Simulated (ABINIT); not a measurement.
Planning a run of ABINIT 10.8.3 on Au2S (Pn-3m). The input:

```
acell 3*1.0 Angstrom
rprim 
  5.273982180000 0.000000000000 0.000000000000
  0.000000000000 5.273982180000 0.000000000000
  0.000000000000 0.000000000000 5.273982180000
ntypat 2
znucl 16 79
natom 6
typat 1 1 2 2 2 2
xred 
  -0.000000000000 0.000000000000 -0.000000000000
  0.500000000000 0.500000000000 0.500000000000
  0.250000000000 0.250000000000 0.750000000000
  0.750000000000 0.250000000000 0.250000000000
  0.250000000000 0.750000000000 0.250000000000
  0.750000000000 0.750000000000 0.750000000000
pp_dirpath "pseudos"
pseudos "S.upf, Au.upf"
ecut 28
ngkpt 2 2 2
nshiftk 1
shiftk 0 0 0
kptopt 1
chksymbreak 0
istwfk *1
occopt 1
irdwfk 1
optdriver 4
nband 222
gwcalctyp 10
ecutsigx 28
symsigma 1
nkptgw 4
kptgw 
  0.0000000000 0.0000000000 0.0000000000
  0.5000000000 0.0000000000 0.0000000000
  0.5000000000 0.5000000000 0.0000000000
  0.5000000000 0.5000000000 0.5000000000
bdgw 
  19 60
  19 60
  19 60
  19 60
ecuteps 4.8
irdscr 1
ppmodel 1
irdqps 1
indata_prefix "in"
outdata_prefix "out"
tmpdata_prefix "tmp"
```

```sh
OMP_NUM_THREADS=1 mpirun -n 8 abinit run.abi > log
```

Q: Estimate wall time and host memory on 8 MPI ranks of Intel Xeon Platinum 8488C (Sapphire Rapids), shared host.

It took 3.2 min; on shared hardware allow 96 s to 6.4 min. Peak host memory was 4.8 GiB.

[Paths, hosts, dates, memory and timing lines, banners, echoed tables and standing remarks are left out of the program output.]

[Logs are printed without paths, hosts, clocks, repeated set-up lines and the standing remarks that a program may print on its own settings, such as how far it seeks lower states.]

[Runs of the session that timed out or met a known fault of the program may be left out.]

[Hosts, paths, dates, database ids (printed as entryN), source tags and the programs' standing remarks are cut or masked in the printed files.]

[G0W0 gaps are taken among the corrected bands and points alone; a level outside them can change the order at an edge.]

[Where Ansatz stands beside ABINIT at settings called matched, ABINIT's density can come from a denser mesh and the files from another edition; pairs whose starting gaps differed by over 0.03 eV were left out, so agreement reads better than it is.]
